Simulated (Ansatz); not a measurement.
**Where Se_N puts its levels in the gap of AlN (F-43m)**

Wanted: the transition levels of a substitutional impurity in AlN (F-43m), from a cell of 54 host atoms with 1 N taken out and 1 Se put in.

Calculated with Ansatz 0.2.0; place-levels on r2SCAN runs: charge-transition levels and formation energies with image-charge correction and potential alignment at the atomic sites; PAW set soft_1.

### Step 1. The starting structure

The cell holds 54 atoms: 27 Al, 26 N and 1 Se. Cell: a = 9.269 Å, b = 9.269 Å, c = 9.269 Å, α = 60.0°, β = 60.0°, γ = 60.0°. It derives from AlN (space group F-43m). Nearest the centre at fractional (0.417, 0.417, 0.417): Se28 at 0.00 Å, Al29 at 1.89 Å, Al45 at 1.89 Å, Al33 at 1.89 Å, Al27 at 1.89 Å, N30 at 3.09 Å, N24 at 3.09 Å, N12 at 3.09 Å.

Coordinates:

```xyz
54
Lattice="0.0000 6.5542 6.5542 6.5542 0.0000 6.5542 6.5542 6.5542 0.0000" Properties=species:S:1:pos:R:3 pbc="T T T"
Al    0.0000    0.0000    0.0000
N     1.0924    1.0924    1.0924
Al    2.1847    2.1847    0.0000
N     3.2771    3.2771    1.0924
Al    4.3695    4.3695    0.0000
N     5.4618    5.4618    1.0924
Al    2.1847    0.0000    2.1847
N     3.2771    1.0924    3.2771
Al    4.3695    2.1847    2.1847
N     5.4618    3.2771    3.2771
Al    6.5542    4.3695    2.1847
N     7.6466    5.4618    3.2771
Al    4.3695    0.0000    4.3695
N     5.4618    1.0924    5.4618
Al    6.5542    2.1847    4.3695
N     7.6466    3.2771    5.4618
Al    8.7389    4.3695    4.3695
N     9.8313    5.4618    5.4618
Al    0.0000    2.1847    2.1847
N     1.0924    3.2771    3.2771
Al    2.1847    4.3695    2.1847
N     3.2771    5.4618    3.2771
Al    4.3695    6.5542    2.1847
N     5.4618    7.6466    3.2771
Al    2.1847    2.1847    4.3695
N     3.2771    3.2771    5.4618
Al    4.3695    4.3695    4.3695
Se    5.4618    5.4618    5.4618
Al    6.5542    6.5542    4.3695
N     7.6466    7.6466    5.4618
Al    4.3695    2.1847    6.5542
N     5.4618    3.2771    7.6466
Al    6.5542    4.3695    6.5542
N     7.6466    5.4618    7.6466
Al    8.7389    6.5542    6.5542
N     9.8313    7.6466    7.6466
Al    0.0000    4.3695    4.3695
N     1.0924    5.4618    5.4618
Al    2.1847    6.5542    4.3695
N     3.2771    7.6466    5.4618
Al    4.3695    8.7389    4.3695
N     5.4618    9.8313    5.4618
Al    2.1847    4.3695    6.5542
N     3.2771    5.4618    7.6466
Al    4.3695    6.5542    6.5542
N     5.4618    7.6466    7.6466
Al    6.5542    8.7389    6.5542
N     7.6466    9.8313    7.6466
Al    4.3695    4.3695    8.7389
N     5.4618    5.4618    9.8313
Al    6.5542    6.5542    8.7389
N     7.6466    7.6466    9.8313
Al    8.7389    8.7389    8.7389
N     9.8313    9.8313    9.8313
```

Screening for the image-charge correction: ε∞ = 4.64, ε0 = 8.51, computed on the host (DFPT, PBEsol, on the r2SCAN cell), and a cell off the functional's own equilibrium shifts the ionic part.

The cell's shortest repeat is 9.3 Å.

### Step 2. What was run first

Levels follow from differences of total energies between charge states, each relaxed by itself.

Random displacements of about 0.05 Å break the site symmetry at the start, so that the relaxation can reach a distorted minimum if there is one. Forces are taken at one point at (¼, ¼, ¼). The cell holds 1 electron more than the neutral one, with a uniform background that keeps it neutral on the whole.

The sampling was tested on the host first: at the k-points planned (1x1x1 shifted 0.25 0.25 0.25) its energy lies 0.045 eV an atom from the dense-mesh value, so the final energies take a denser sampling.

One of the inputs; charge, spin and start change from state to state.

qm1.relax/input.yaml

```yaml
crystal:
  lattice:
    - [0.0, 2.18472995, 2.18472995]
    - [2.18472995, 0.0, 2.18472995]
    - [2.18472995, 2.18472995, 0.0]
  atoms:
    - { symbol: Al, position: [0.0, 0.0, 0.0] }
    - { symbol: "N", position: [0.25, 0.25, 0.25] }
  supercell: [3, 3, 3]
  defects: [{ substitution: { at: 27, symbol: Se } }]
total_charge: -1
basis:
  ecutwfc: 500
  xc_grid: 2
hamiltonian:
  xc: r2scan
  pseudopotentials: { kind: paw, azcp: { folder: soft_1 } }
kpoints:
  mp_grid: { grid: [1, 1, 1], shift: [0.25, 0.25, 0.25] }
scf:
  occupations: { method: fixed }
  max_iter: 60
output:
  forces: true
  charged_corrections: { epsilon: 4.64, static_epsilon: 8.51 }
relax:
  f_tol: 0.02
  max_steps: 80
  random_displacement: { amplitude: 0.05, seed: 5300 }
checkpoint:
  write: "../qm1.relax.run"
  compress: false
  write_wavefunctions: true
  write_every: 100000
```

The run is started by

```
> ansatz run input.yaml --threads 4 --pin off --max-ram 7536MiB --backend cpu --events-out ev --progress --plain --runs-dir out
```

The relaxed structure is kept and the sampling changed to a 2×2×2 shifted mesh.

The run of this state that the levels use, under r2SCAN:

qm1.point/input.yaml

```yaml
crystal:
  checkpoint: "../qm1.relax.run"
  host: checkpoint
total_charge: -1
basis:
  ecutwfc: 500
  xc_grid: 2
hamiltonian:
  xc: r2scan
  pseudopotentials: { kind: paw, azcp: { folder: soft_1 } }
kpoints:
  mp_grid: { grid: [2, 2, 2], shift: [0.5, 0.5, 0.5] }
scf:
  occupations: { method: fermi_dirac, width: 0.01 }
  max_iter: 60
output:
  forces: true
  eigenvalues: true
  charged_corrections:
    epsilon: 4.64
    static_epsilon: 8.51
    defect_position: [0.416667, 0.416667, 0.416667]
  eigenstates: { localisation: true }
  populations: true
  band_densities: [{ bands: [v1, v1] }, { bands: [c1, c1] }]
  write_density: true
  write_potential: true
  volumetric_format: npy
  elf: true
checkpoint:
  read: "../qm1.relax.run"
  write: "../qm1.point.run"
  compress: false
  write_wavefunctions: false
  write_every: 100000
```

Relaxations under r2SCAN at one point at (¼, ¼, ¼); times on 4 threads of Arm Neoverse V1, shared host:

| charge | moment (μB) | occupations | outcome | steps | largest displacement against the far atoms (Å) | time |
| --- | --- | --- | --- | --- | --- | --- |
| −1 | 0 | fixed | converged | 10 | 0.53 | 87 s |
| 0 | 1 | fixed | converged | 9 | 0.48 | 3.3 min |
| +1 | 0 | fixed | converged | 8 | 0.35 | 63 s |

Single points under r2SCAN at a 2×2×2 shifted mesh; times on 4 threads of Arm Neoverse V1, shared host:

| charge | moment (μB) | occupations | outcome | time |
| --- | --- | --- | --- | --- |
| −1 | 0 | fermi-dirac | converged | 52 s |
| 0 | 1 | fermi-dirac | converged | 1.9 min |
| +1 | 0 | fermi-dirac | converged | 46 s |

Distances (Å) from Se28 to the nearest atoms after relaxation with r2SCAN:

| charge | moment (μB) | 1. | 2. | 3. | 4. | 5. | 6. |
| --- | --- | --- | --- | --- | --- | --- | --- |
| −1 | 0 | Al 2.25 | Al 2.25 | Al 2.26 | Al 2.35 | N 3.06 | N 3.06 |
| 0 | 1 | Al 2.24 | Al 2.25 | Al 2.25 | Al 2.30 | N 3.08 | N 3.08 |
| +1 | 0 | Al 2.23 | Al 2.23 | Al 2.23 | Al 2.24 | N 3.13 | N 3.13 |

### Step 3. Levels against the band edges, r2SCAN

A charged cell interacts with its images and the background, and its potential has another zero than the host's. place-levels removes the first by a point-charge model, screened by the static dielectric constant since the ions have relaxed around the charge, and the second by comparing potentials at atoms far from the defect.

The host is a run of the defect-free crystal in the same cutoffs, grids and k-points, so that basis and sampling errors cancel in part in the differences. The host is run in a cell of 2 atoms on a matching mesh. Its band edges are searched through the zone by a band path, so the gap is smaller than, or equal to, that on the mesh. Chemical potentials are energies per atom of N (N2 molecule) and Se (trigonal (grey) selenium), run with the same functional and cutoff.

levels.point.yaml

```yaml
host:
  run: host.point.run
states: [qm1.point.run, q0_M1.point.run, qp1.point.run]
geometry_from:
  qm1.point.run: qm1.relax.run
  q0_M1.point.run: q0_M1.relax.run
  qp1.point.run: qp1.relax.run
  host.point.run: host.relax.run
chemical_potentials:
  "N":
    energy: -384.814403
    dataset: "<sha256 of the dataset>"
  Se:
    energy: -5478.140172
    dataset: "<sha256 of the dataset>"
epsilon: 4.64
static_epsilon: 8.51
vertical:
  - { from: qm1.point.run, to: qm1.point_neutral.run }
  - { from: qp1.point.run, to: qp1.point_neutral.run }
```

The run is started by

```
> ansatz place-levels levels.point.yaml -- --threads 4 --pin off --max-ram 7536MiB
```

Numbers of over 12 decimals in the logs are rounded to 6 here.

Output:

```text
[... repeated set-up lines and file paths are left out, and long positions are rounded to six places ...]
(+1/0) 3.760 eV above the valence edge, 0.158 eV under the conduction edge
(0/-1) 4.330 eV above the valence edge, in the conduction band
formation energy of charge +1: +2.158 eV with the Fermi level at the valence edge
formation energy of charge 0: +5.918 eV with the Fermi level at the valence edge
formation energy of charge -1: +10.248 eV with the Fermi level at the valence edge
vertical -1 to 0: no energy, since no alignment is typed
  the change from vertical[0].from (qm1.point.run) to vertical[0].to (qm1.point_neutral.run): by its potential at epsilon 4.64 it stands at 0.925 0.251 0.251, with an rms radius of about 2.4 Å (1.4 1.4 1.4 Å across the planes of the cell's vectors); [...]
vertical +1 to 0: no energy, since no alignment is typed
  the change from vertical[1].from (qp1.point.run) to vertical[1].to (qp1.point_neutral.run): by its potential at epsilon 4.64 it stands at 0.241 0.241 0.242, with an rms radius of about 4.0 Å (2.3 2.3 2.3 Å across the planes of the cell's vectors); [...]
  edges by r2scan, gap 3.918 eV; the host is sampled to repeats of 18.54 Å
  the defect's cells are sampled to repeats of 18.54 Å, like sampling
  charge +1: -30165.7028 eV with its correction of +0.622 eV, at epsilon 8.51, aligned at sites: +0.3264 eV, mean over 19 atomic sites at or beyond 4.63 Å from the host's site at [0.4168, 0.4168, 0.4168] by the defect at [0.4167, 0.4167, 0.4167], with [...]
  charge 0: +0.000 eV for its dipole among its images, +0.000 omitted
  charge -1: -30144.2112 eV with its correction of -0.213 eV, at epsilon 8.51, aligned at sites: +0.5090 eV, mean over 19 atomic sites at or beyond 4.63 Å from the host's site at [0.4168, 0.4168, 0.4168] by the defect at [0.4167, 0.4167, 0.4167], with [...]
  of states[2] (qp1.point.run): it parts from the run at its places by a charge that spreads by about 2.3 Å along one vector (1.3 Å or more is wide), by its potential at epsilon 4.64, taken for that of held ions (one typed too small widens it), where the cell [...]
  of states[1] (q0_M1.point.run): its alignment with the host at atomic sites is doubtful: the mean over the far sites moves by +0.0788 eV from their farther parts to their nearer, more than 0.05 eV. [...]
  of states[0] (qm1.point.run): it parts from the run at its places by a charge that spreads by about 1.4 Å along one vector (1.3 Å or more is wide), by its potential at epsilon 4.64, taken for that of held ions (one typed too small widens it), where the cell [...]
  of vertical[0].from (qm1.point.run): it parts from the run at its places by a charge that spreads by about 1.4 Å along one vector (1.3 Å or more is wide), by its potential at epsilon 4.64, taken for that of held ions (one typed too small widens it), where [...]
  of vertical[0].to (qm1.point_neutral.run): stability_check_not_made
  of vertical[1].from (qp1.point.run): it parts from the run at its places by a charge that spreads by about 2.3 Å along one vector (1.3 Å or more is wide), by its potential at epsilon 4.64, taken for that of held ions (one typed too small widens it), where [...]
  of vertical[1].to (qp1.point_neutral.run): its moments are held at its close (magnetization.spin_locking), by a field of 0.108 eV a Bohr magneton, and its energy and levels are of the state that this holds: a run that lets them go can end lower; [...]
```

It took 0.32 s on 4 threads of Arm Neoverse V1, shared host.

Levels between the charges placed, in eV above the valence top:

|  | gap (eV) | (+1/0) | (0/−1) |
| --- | --- | --- | --- |
| r2SCAN | 3.92 | 3.76 | 4.33 |

Corrections by state:

| charge | moment (μB) | image terms and alignment (eV) | band filling (eV) | ε used | over the lowest of its charge, as the program ranks them, band filling apart (eV) |
| --- | --- | --- | --- | --- | --- |
| +1 | 0.0 | 0.622 | - | 8.51 | 0.000 |
| 0 | 1.0 | 0.000 | - | - | 0.000 |
| −1 | 0.0 | -0.213 | - | 8.51 | 0.000 |

The charged structures listed were also run neutral, and place-levels reads from each pair, by the potential or the spins, how wide the charge is by which they differ; that can be the carrier of either run.

| charge | rms radius (Å) | spread where it is widest against the cell (Å) | wide from (Å) | reading |
| --- | --- | --- | --- | --- |
| +1 | 4.0 | 2.32 | 1.31 | wide |
| −1 | 2.4 | 1.43 | 1.31 | wide |

The neutral runs of these pairs need not share the spin of the lowest neutral state, and very wide values only mean spread over the cell.

From the program's caveats on the states, each cut to its opening words:

- charge +1: it parts from the run at its places by a charge that spreads by about 2.3 Å along one vector (1.3 Å or more is wide), by its potential at epsilon 4.64, taken [...]
- charge 0 (1 μB): its alignment with the host at atomic sites is doubtful: the mean over the far sites moves by +0.0788 eV from their farther parts to their nearer, more than [...]
- charge 0 (1 μB): flagged: stability check not made
- charge −1: it parts from the run at its places by a charge that spreads by about 1.4 Å along one vector (1.3 Å or more is wide), by its potential at epsilon 4.64, taken [...]
- charge −1: its alignment with the host at atomic sites is doubtful: the mean over the far sites moves by +0.1866 eV from their farther parts to their nearer, more than [...]
- charge −1: the host's ions (past the first shell or, of a walk that freed a part, those that it held) aren't shown at rest: they stand up to 0.193 Å off their sites, 1.97 [...]

Chemical potentials of the elements' reference phases, run alike. Formation energies (elemental references), with the Fermi level at the valence top and at the conduction bottom (gap 3.92 eV):

| charge | at valence top (eV) | at conduction bottom (eV) | correction included (eV) |
| --- | --- | --- | --- |
| +1 | 2.16 | 6.08 | 0.62 |
| 0 | 5.92 | 5.92 | 0.00 |
| −1 | 10.25 | 6.33 | -0.21 |

Fermi level (eV), lowest formation energy (eV) and a bar from the least value:
```
     0.00       2.16 
     0.36       2.51 ###
     0.71       2.87 ######
     1.07       3.23 #########
     1.42       3.58 ###########
     1.78       3.94 ##############
     2.14       4.30 #################
     2.49       4.65 ####################
     2.85       5.01 #######################
     3.21       5.36 ##########################
     3.56       5.72 ############################
     3.92       5.92 ##############################
```

### Step 4. Effect of the sampling

The relaxations' own energies give the levels at their sampling, for comparison.

levels.relax_mesh.yaml

```yaml
host:
  run: host.relax.run
states: [qm1.relax.run, q0_M1.relax.run, qp1.relax.run]
chemical_potentials:
  "N":
    energy: -384.814403
    dataset: "<sha256 of the dataset>"
  Se:
    energy: -5478.140172
    dataset: "<sha256 of the dataset>"
```

The run is started by

```
> ansatz place-levels levels.relax_mesh.yaml -- --threads 4 --pin off --max-ram 7536MiB
```

Output:

```text
(+1/0) 3.729 eV above the valence edge, 0.141 eV under the conduction edge
(0/-1) 4.308 eV above the valence edge, in the conduction band
formation energy of charge +1: +2.373 eV with the Fermi level at the valence edge
formation energy of charge 0: +6.102 eV with the Fermi level at the valence edge
formation energy of charge -1: +10.410 eV with the Fermi level at the valence edge
  edges by r2scan, gap 3.870 eV; the host is sampled to repeats of 9.27 Å
[... the lines on each state left out ...]
```

The job ended after 0.11 s (4 threads).

Levels between neighbouring charges, in eV above the valence top:

|  | gap (eV) | (+1/0) | (0/−1) |
| --- | --- | --- | --- |
| one point at (¼, ¼, ¼) | 3.87 | 3.73 | 4.31 |
| a 2×2×2 shifted mesh | 3.92 | 3.76 | 4.33 |

Going from one point at (¼, ¼, ¼) to a 2×2×2 shifted mesh moves the levels that carry no band-filling term by up to 0.03 eV and formation energies against the elements by up to 0.22 eV.

### Step 5. Summary of results

| Quantity | Value |
| --- | --- |
| gap of the host | 3.92 eV (r2SCAN) |
| level (plus 1/0) | 3.76 eV above the valence top |
| level (0/minus 1) | 4.33 eV above the valence top, past the conduction bottom |
| lowest of the charges placed, just above the valence top (0.02 eV) | +1 |
| lowest of the charges placed, just below the conduction bottom (0.02 eV) | 0 |
| lowest formation energy at mid-gap of the charges run, elemental references | 4.12 eV |

**Reading.** Of the charges placed (−1, 0 and +1), the lowest changes at 3.76 eV (+1/0) above the valence top, in a gap of 3.92 eV. (+1/0) lies nearer to a band edge than the share of the finite-size correction in it (0.62 eV), and that correction holds for a localised charge alone. Charges above +1 were not placed, so these runs say nothing of levels that involve them. States placed: +1 at 0 μB; 0 at 1 μB; −1 at 0 μB. Other spin states or structures, where not listed, weren't placed. Se is taken at its element; compounds, which aren't counted here, bound the chemical potentials and would shift these formation energies. Going from one point at (¼, ¼, ¼) to a 2×2×2 shifted mesh moves the levels that carry no band-filling term by up to 0.03 eV and formation energies against the elements by up to 0.22 eV. The program doubts the alignment of potentials for at least one state, a sign that the cell is small. Keep in mind: r2SCAN makes the gap too small and tends to spread out bound carriers; where a gas molecule sets a chemical potential or the host's formation energy, its binding is uncorrected; force components of up to 0.33 eV/Å remain in a run at the final settings.

[Logs are printed without paths, hosts, clocks, repeated set-up lines and the standing remarks that a program may print on its own settings, such as how far it seeks lower states.]

[Hosts, paths, dates, database ids (printed as entryN), source tags and the programs' standing remarks are cut or masked in the printed files.]

[Where a table of states has a column of steps, it counts the stored structures, which are thinned; the runs took as many ionic steps or more.]

[A defect's name tells the site on which it was built; relaxed atoms can leave that site.]

[For some hosts the program warned that the k-mesh of the response run may be too coarse for force constants and the static dielectric constant; such warnings are not shown here.]
